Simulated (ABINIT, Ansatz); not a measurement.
# Osmium (P6_3/mmc): from the cell to the phonon bands, part 3 of 4

Aim: the phonon dispersion of Osmium (P6_3/mmc), checked by a second program.

ABINIT 10.8.3; DFT LDA, scalar-relativistic, plane waves, PseudoDojo norm-conserving pseudopotentials.

So far. Step 4 (Ground state): The cell stands at -0.70 GPa: the relaxation ran with a smoothed and higher cutoff, and the difference is a stress of the finite basis. Step 5 (Zone-centre response): The acoustic modes at Γ come out as far as 3.3 cm⁻¹ from zero, where they should vanish, a small numerical error. The relaxed cell has a = 2.712, c = 4.293 Å (conventional setting).

## (7) Dispersion

anaddb transforms the dynamical matrices to force constants and back along the path; points of the mesh come back as solved, but for the sum rule and, in polar crystals, the LO-TO term at Γ; the rest is interpolation.

anaddb.abi reads:

```
ddb_filepath "all_DDB"
output_file "anaddb.abo"
outdata_prefix "anaddb"
ifcflag 1
ngqpt 3 3 2
nqshft 1
q1shft 0.0 0.0 0.0
asr 1
chneut 0
dipdip 0
dipquad 0
quadquad 0
enunit 0
eivec 0
nph1l 93
qph1l 
    0.0 0.0 0.0 1.0
    0.05 0.0 0.0 1.0
    0.1 0.0 0.0 1.0
    0.15 0.0 0.0 1.0
    0.2 0.0 0.0 1.0
    0.25 0.0 0.0 1.0
    0.3 0.0 0.0 1.0
    0.35 0.0 0.0 1.0
    0.4 0.0 0.0 1.0
    0.45 0.0 0.0 1.0
    0.5 0.0 0.0 1.0
    0.48333333 0.03333333 0.0 1.0
    0.46666667 0.06666667 0.0 1.0
    0.45 0.1 0.0 1.0
    0.43333333 0.13333333 0.0 1.0
    0.41666667 0.16666667 0.0 1.0
    0.4 0.2 0.0 1.0
    0.38333333 0.23333333 0.0 1.0
    0.36666667 0.26666667 0.0 1.0
    0.35 0.3 0.0 1.0
    0.33333333 0.33333333 0.0 1.0
    0.3 0.3 0.0 1.0
    0.26666667 0.26666667 0.0 1.0
    0.23333333 0.23333333 0.0 1.0
    0.2 0.2 0.0 1.0
    0.16666667 0.16666667 0.0 1.0
    0.13333333 0.13333333 0.0 1.0
    0.1 0.1 0.0 1.0
    0.06666667 0.06666667 0.0 1.0
    0.03333333 0.03333333 0.0 1.0
    0.0 0.0 0.0 1.0
    0.0 0.0 0.05 1.0
    0.0 0.0 0.1 1.0
    0.0 0.0 0.15 1.0
    0.0 0.0 0.2 1.0
    0.0 0.0 0.25 1.0
    0.0 0.0 0.3 1.0
    0.0 0.0 0.35 1.0
    0.0 0.0 0.4 1.0
    0.0 0.0 0.45 1.0
    0.0 0.0 0.5 1.0
    0.05 0.0 0.5 1.0
    0.1 0.0 0.5 1.0
    0.15 0.0 0.5 1.0
    0.2 0.0 0.5 1.0
    0.25 0.0 0.5 1.0
    0.3 0.0 0.5 1.0
    0.35 0.0 0.5 1.0
    0.4 0.0 0.5 1.0
    0.45 0.0 0.5 1.0
    0.5 0.0 0.5 1.0
    0.48333333 0.03333333 0.5 1.0
    0.46666667 0.06666667 0.5 1.0
    0.45 0.1 0.5 1.0
    0.43333333 0.13333333 0.5 1.0
    0.41666667 0.16666667 0.5 1.0
    0.4 0.2 0.5 1.0
    0.38333333 0.23333333 0.5 1.0
    0.36666667 0.26666667 0.5 1.0
    0.35 0.3 0.5 1.0
    0.33333333 0.33333333 0.5 1.0
    0.3 0.3 0.5 1.0
    0.26666667 0.26666667 0.5 1.0
    0.23333333 0.23333333 0.5 1.0
    0.2 0.2 0.5 1.0
    0.16666667 0.16666667 0.5 1.0
    0.13333333 0.13333333 0.5 1.0
    0.1 0.1 0.5 1.0
    0.06666667 0.06666667 0.5 1.0
    0.03333333 0.03333333 0.5 1.0
    0.0 0.0 0.5 1.0
    0.5 0.0 0.5 1.0
    0.5 0.0 0.45 1.0
    0.5 0.0 0.4 1.0
    0.5 0.0 0.35 1.0
    0.5 0.0 0.3 1.0
    0.5 0.0 0.25 1.0
    0.5 0.0 0.2 1.0
    0.5 0.0 0.15 1.0
    0.5 0.0 0.1 1.0
    0.5 0.0 0.05 1.0
    0.5 0.0 0.0 1.0
    0.33333333 0.33333333 0.5 1.0
    0.33333333 0.33333333 0.45 1.0
    0.33333333 0.33333333 0.4 1.0
    0.33333333 0.33333333 0.35 1.0
    0.33333333 0.33333333 0.3 1.0
    0.33333333 0.33333333 0.25 1.0
    0.33333333 0.33333333 0.2 1.0
    0.33333333 0.33333333 0.15 1.0
    0.33333333 0.33333333 0.1 1.0
    0.33333333 0.33333333 0.05 1.0
    0.33333333 0.33333333 0.0 1.0
```

mrgddb.in reads:

```
all_DDB
merged
6
dfpt_gammao_DDB
dfpt_qo_DS1_DDB
dfpt_qo_DS2_DDB
dfpt_qo_DS3_DDB
dfpt_qo_DS4_DDB
dfpt_qo_DS5_DDB
```

Run with:

```
$ mrgddb < mrgddb.in > mrgddb.log
$ OMP_NUM_THREADS=1 anaddb anaddb.abi > anaddb.log
```

anaddb.abo, the main output file:

```text
[banners, grids, parts of the stress and lines that vanish by symmetry left out]
-outvars_anaddb: echo values of input variables ----------------------

 Flags :
[...]
Phonon wavevector (reduced coordinates) :  0.00000  0.00000  0.00000
 Phonon energies in Hartree :
[...]
Phonon frequencies in cm-1    :
-  0.000000E+00  0.000000E+00  0.000000E+00  1.621037E+02  1.621037E+02
-  2.279141E+02
[...]
Phonon wavevector (reduced coordinates) :  0.05000  0.00000  0.00000
 Phonon energies in Hartree :
[...]
Phonon frequencies in cm-1    :
-  2.081172E+01  2.563792E+01  3.514914E+01  1.629758E+02  1.633759E+02
-  2.262227E+02
[...]
Phonon wavevector (reduced coordinates) :  0.10000  0.00000  0.00000
 Phonon energies in Hartree :
[...]
Phonon frequencies in cm-1    :
-  4.115196E+01  5.037663E+01  6.928397E+01  1.654704E+02  1.670747E+02
-  2.213019E+02
[...]
Phonon wavevector (reduced coordinates) :  0.15000  0.00000  0.00000
 Phonon energies in Hartree :
[...]
Phonon frequencies in cm-1    :
-  6.054003E+01  7.338359E+01  1.014343E+02  1.692574E+02  1.728624E+02
-  2.136030E+02
[...]
Phonon wavevector (reduced coordinates) :  0.20000  0.00000  0.00000
 Phonon energies in Hartree :
[...]
Phonon frequencies in cm-1    :
-  7.848651E+01  9.395394E+01  1.307119E+02  1.738813E+02  1.802219E+02
-  2.038450E+02
[...]
Phonon wavevector (reduced coordinates) :  0.25000  0.00000  0.00000
 Phonon energies in Hartree :
[...]
Phonon frequencies in cm-1    :
-  9.450952E+01  1.115594E+02  1.563310E+02  1.788501E+02  1.885228E+02
-  1.929635E+02
  Phonon wavevector (reduced coordinates) :  0.30000  0.00000  0.00000
 Phonon energies in Hartree :
[...]
Phonon frequencies in cm-1    :
-  1.081661E+02  1.258764E+02  1.775880E+02  1.820323E+02  1.836955E+02
-  1.971228E+02
  Phonon wavevector (reduced coordinates) :  0.35000  0.00000  0.00000
 Phonon energies in Hartree :
[...]
Phonon frequencies in cm-1    :
-  1.190910E+02  1.367830E+02  1.721622E+02  1.879972E+02  1.937627E+02
-  2.055386E+02
  Phonon wavevector (reduced coordinates) :  0.40000  0.00000  0.00000
 Phonon energies in Hartree :
[...]
Phonon frequencies in cm-1    :
-  1.270270E+02  1.443102E+02  1.643868E+02  1.913870E+02  2.042712E+02
-  2.133530E+02
  Phonon wavevector (reduced coordinates) :  0.45000  0.00000  0.00000
 Phonon energies in Hartree :
[...]
Phonon frequencies in cm-1    :
-  1.318282E+02  1.485630E+02  1.595488E+02  1.935611E+02  2.097987E+02
-  2.191297E+02
  Phonon wavevector (reduced coordinates) :  0.50000  0.00000  0.00000
 Phonon energies in Hartree :
[...]
Phonon frequencies in cm-1    :
-  1.334335E+02  1.498423E+02  1.579976E+02  1.943108E+02  2.115264E+02
-  2.212226E+02
  Phonon wavevector (reduced coordinates) :  0.48333  0.03333  0.00000
 Phonon energies in Hartree :
[...]
Phonon frequencies in cm-1    :
-  1.342404E+02  1.497797E+02  1.578138E+02  1.940032E+02  2.111757E+02
-  2.214866E+02
  Phonon wavevector (reduced coordinates) :  0.46667  0.06667  0.00000
 Phonon energies in Hartree :
[...]
Phonon frequencies in cm-1    :
-  1.366003E+02  1.496024E+02  1.572737E+02  1.931430E+02  2.101322E+02
-  2.222257E+02
  Phonon wavevector (reduced coordinates) :  0.45000  0.10000  0.00000
 Phonon energies in Hartree :
[...]
Phonon frequencies in cm-1    :
-  1.403420E+02  1.493407E+02  1.564103E+02  1.918861E+02  2.084213E+02
-  2.233100E+02
[...]
Phonon wavevector (reduced coordinates) :  0.10000  0.00000  0.50000
 Phonon energies in Hartree :
[...]
Phonon frequencies in cm-1    :
-  1.193986E+02  1.193986E+02  1.244040E+02  1.244040E+02  1.880471E+02
-  1.880471E+02
  Phonon wavevector (reduced coordinates) :  0.15000  0.00000  0.50000
 Phonon energies in Hartree :
[...]
Phonon frequencies in cm-1    :
-  1.222879E+02  1.222879E+02  1.317687E+02  1.317687E+02  1.954317E+02
-  1.954317E+02
  Phonon wavevector (reduced coordinates) :  0.20000  0.00000  0.50000
 Phonon energies in Hartree :
[...]
Phonon frequencies in cm-1    :
-  1.267937E+02  1.267937E+02  1.405002E+02  1.405002E+02  2.037633E+02
-  2.037633E+02
  Phonon wavevector (reduced coordinates) :  0.25000  0.00000  0.50000
 Phonon energies in Hartree :
[...]
Phonon frequencies in cm-1    :
-  1.324586E+02  1.324586E+02  1.495847E+02  1.495847E+02  2.120890E+02
-  2.120890E+02
  Phonon wavevector (reduced coordinates) :  0.30000  0.00000  0.50000
 Phonon energies in Hartree :
[...]
Phonon frequencies in cm-1    :
-  1.385006E+02  1.385006E+02  1.581482E+02  1.581482E+02  2.197169E+02
-  2.197169E+02
  Phonon wavevector (reduced coordinates) :  0.35000  0.00000  0.50000
 Phonon energies in Hartree :
[...]
Phonon frequencies in cm-1    :
-  1.440965E+02  1.440965E+02  1.654937E+02  1.654937E+02  2.261468E+02
-  2.261468E+02
[...]
Phonon wavevector (reduced coordinates) :  0.33333  0.33333  0.05000
 Phonon energies in Hartree :
[...]
Phonon frequencies in cm-1    :
-  1.490878E+02  1.490878E+02  1.802710E+02  1.843663E+02  1.843663E+02
-  2.299355E+02
  Phonon wavevector (reduced coordinates) :  0.33333  0.33333  0.00000
 Phonon energies in Hartree :
[...]
Phonon frequencies in cm-1    :
-  1.486324E+02  1.486324E+02  1.798477E+02  1.841405E+02  1.841405E+02
-  2.301562E+02
-
```

It took 0.58 s on 1 thread of Arm Neoverse V2, shared host.

Numbers from this step:

```
lowest frequency on the path : 0 cm⁻¹
```

Anaddb. The phonon branches at the labelled points (cm⁻¹):

```csv
point,branch 1,branch 2,branch 3,branch 4,branch 5,branch 6
Γ,0,0,0,162,162,228
halfway,94,112,156,179,188,193
M,133,150,158,194,212,221
halfway,149,151,154,189,203,226
K,149,149,180,184,184,230
halfway,112,122,164,184,190,191
Γ,0,0,0,162,162,228
halfway,65,65,105,151,151,218
A,118,118,118,118,181,181
halfway,132,132,150,150,212,212
L,152,152,176,176,235,235
halfway,155,155,184,184,226,226
H,156,156,202,202,209,209
halfway,136,136,159,159,216,216
A,118,118,118,118,181,181
jump to L,152,152,176,176,235,235
halfway,149,151,155,191,224,229
M,133,150,158,194,212,221
jump to H,156,156,202,202,209,209
halfway,155,155,189,191,191,225
K,149,149,180,184,184,230
```

The phonon branches as a text plot (rows in cm⁻¹):

```
    230 |*         ****      ***        *****            **    **
    220 | *     ***    **   *   *      *     *   ***      *****
    211 |  *   ****        *     *    *       ***   *       *
    201 |   ****   *   ****                    *     *       *
    191 |     ******* *           * **       ** **    *  **** **
    181 |   **      ***** *        *       **          **      **
    171 | *** *     * *  * **     *      **       *
    162 |**    *** *   **    ***       **          *     *  *
    152 |       ********        *     *  *********  *    ********
    142 |      *  *    ** *      *     **         *  *     *
    132 |   * * **       *           **            ** *     *
    122 |    ***                  ****               ****
    113 |    *             *      *
    103 |  *              *     *
     93 |   *             *
     83 |   *              **    *
     73 | **               *
     64 |  *                    *
     54 | *                 *
     44 | *                 ** *
     34 |*                   *
     24 |*                   * *
     15 |
      5 |                     *
         Γ      M    K        Γ   A       L    H       A|L M|H  K
```

All branches are real along the path.

## (8) Density of states

Sums over the zone need many more wavevectors than were solved, so the interpolation is sampled on a dense mesh.

anaddb.abi reads:

```
ddb_filepath "all_DDB"
output_file "anaddb.abo"
outdata_prefix "anaddb"
ifcflag 1
ngqpt 3 3 2
nqshft 1
q1shft 0.0 0.0 0.0
asr 1
chneut 0
dipdip 0
dipquad 0
quadquad 0
prtdos 2
ng2qpt 19 19 10
dosdeltae 4.5563e-06
ntemper 11
temperinc 100.0
tempermin 0.0
```

Run with:

```
$ OMP_NUM_THREADS=1 anaddb anaddb.abi > anaddb.log
```

anaddb.abo, the main output file:

```text
-outvars_anaddb: echo values of input variables ----------------------

 Flags :
     ifcflag         1
 Miscellaneous information :
         asr         1
      chneut         0
 Interatomic Force Constants Inputs :
      dipdip         0
     dipquad         0
    quadquad         0
      ifcana         0
      ifcout         0
 Description of grid 1 :
        brav         1
       ngqpt         3         3         2
      nqshft         1
      q1shft
                     0.00000000E+00  0.00000000E+00  0.00000000E+00
 Phonon DOS information :
   dosdeltae  4.55630000E-06
    dossmear  4.55633525E-06
 Description of grid 2 (Fourier interp. or BZ sampling):
      ng2qpt        19        19        10
      ngrids         4
      q2shft         0.00000000E+00  0.00000000E+00  0.00000000E+00

================================================================================

 read the DDB information and perform some checks

  ==== Info on the Cryst% object ====
 Real(R)+Recip(G) space primitive vectors, cartesian coordinates (Bohr,Bohr^-1):
 R(1)=  5.1251242  0.0000000  0.0000000  G(1)=  0.1951172  0.1126510  0.0000000
 R(2)= -2.5625621  4.4384878  0.0000000  G(2)=  0.0000000  0.2253020  0.0000000
 R(3)=  0.0000000  0.0000000  8.1119411  G(3)=  0.0000000  0.0000000  0.1232751
 Unit cell volume ucvol=  1.8452882E+02 bohr^3
 Angles (23,13,12)=  9.00000000E+01  9.00000000E+01  1.20000000E+02 degrees
 Time-reversal symmetry is present
 Reduced atomic positions [iatom, xred, symbol]:
    1)    0.3333333  0.6666667  0.2500000  Os
    2)    0.6666667  0.3333333  0.7500000  Os

 DDB file with 6 blocks has been read.

================================================================================

 Calculation of the interatomic forces

       Homogeneous q point set in the B.Z.
 Grid q points  :       18
  1)   0.00000000E+00  0.00000000E+00  0.00000000E+00
  2)   3.33333333E-01  0.00000000E+00  0.00000000E+00
  3)  -3.33333333E-01  0.00000000E+00  0.00000000E+00
  4)   0.00000000E+00  3.33333333E-01  0.00000000E+00
  5)   3.33333333E-01  3.33333333E-01  0.00000000E+00
  6)  -3.33333333E-01  3.33333333E-01  0.00000000E+00
  7)   0.00000000E+00 -3.33333333E-01  0.00000000E+00
  8)   3.33333333E-01 -3.33333333E-01  0.00000000E+00
  9)  -3.33333333E-01 -3.33333333E-01  0.00000000E+00
 10)   0.00000000E+00  0.00000000E+00  5.00000000E-01
 11)   3.33333333E-01  0.00000000E+00  5.00000000E-01
 12)  -3.33333333E-01  0.00000000E+00  5.00000000E-01
 13)   0.00000000E+00  3.33333333E-01  5.00000000E-01
 14)   3.33333333E-01  3.33333333E-01  5.00000000E-01
 15)  -3.33333333E-01  3.33333333E-01  5.00000000E-01
 16)   0.00000000E+00 -3.33333333E-01  5.00000000E-01
 17)   3.33333333E-01 -3.33333333E-01  5.00000000E-01
 18)  -3.33333333E-01 -3.33333333E-01  5.00000000E-01

 The interatomic forces have been obtained

================================================================================

 Calculation of phonon density of states

 Average speed of sound partial sums:     0.1664082218E-02 (at units)
-                                   =           3.6405 [km/s]

 Debye frequency from partial sums:     0.1139297217E-02 (Ha)
-                                 =     0.7496215578E+01 (THz)
-Debye temperature from partial sums:     0.3597616069E+03 (K)

 Average speed of sound:     0.1716005137E-02 (at units)
-                      =           3.7541 [km/s]

 Debye frequency from DOS:     0.1174845723E-02 (Ha)
-                        =     0.7730113509E+01 (THz)
-Debye temperature from DOS:     0.3709869372E+03 (K)

-
```

The job ended after 0.69 s (1 thread).

Numbers from this step:

* share of modes beyond 3i cm⁻¹ on the dense interpolated mesh: 0
* zero-point energy per atom: 31.55 meV
* heat capacity at 300 K: 23.55 J/(mol atoms K)
* vibrational entropy at 300 K: 31.54 J/(mol atoms K)

The phonon density of states has structure finer than the step of the table below, so its rows give means over 10 cm⁻¹, whole bins alone (the curve runs from -30 to 260 cm⁻¹). Peaks (cm⁻¹: height): 153.0: 0.136, 190.0: 0.0613, 222.0: 0.0762.

Tetrahedra. The phonon density of states by wavenumber; means over each step:

wavenumber (cm⁻¹), phonon density of states (1/cm⁻¹/cell) and a bar:
```
        0      0.000 
       10      0.000 
       20      0.000 
       30      0.001 
       40      0.001 
       50      0.002 #
       60      0.003 #
       70      0.004 #
       80      0.005 ##
       90      0.007 ##
      100      0.009 ###
      110      0.013 ####
      120      0.018 ######
      130      0.027 ########
      140      0.044 ##############
      150      0.097 ##############################
      160      0.060 ###################
      170      0.043 #############
      180      0.047 ##############
      190      0.047 ###############
      200      0.030 #########
      210      0.050 ###############
      220      0.063 ####################
      230      0.028 ########
      240      0.000
```

Harmonic thermodynamic functions per atom, summed over the density of states scaled to three modes an atom; melting is ignored. Thermodynamic functions:

```csv
T (K),F_vib (meV/atom),S (J/mol-atom/K),C_V (J/mol-atom/K)
0,31.55,0,0
50,31.35,1.746,5.34
100,28.67,8.95,15.52
200,12.08,22.27,21.97
300,-16.08,31.54,23.55
400,-52.48,38.41,24.15
500,-95.2,43.83,24.43
600,-143,48.3,24.59
700,-195.1,52.1,24.68
800,-250.8,55.4,24.74
900,-309.8,58.32,24.78
1000,-371.6,60.93,24.81
```

At 300 K the heat capacity has reached 94 % of the Dulong-Petit value.

(Continued in part 4 of 4.)

[Host names and launcher messages were left out of these logs when they were recorded.]

[Logs are printed without paths, hosts, clocks, repeated set-up lines and the standing remarks that a program may print on its own settings, such as how far it seeks lower states.]

[Hosts, paths, dates, database ids (printed as entryN), source tags and the programs' standing remarks are cut or masked in the printed files.]
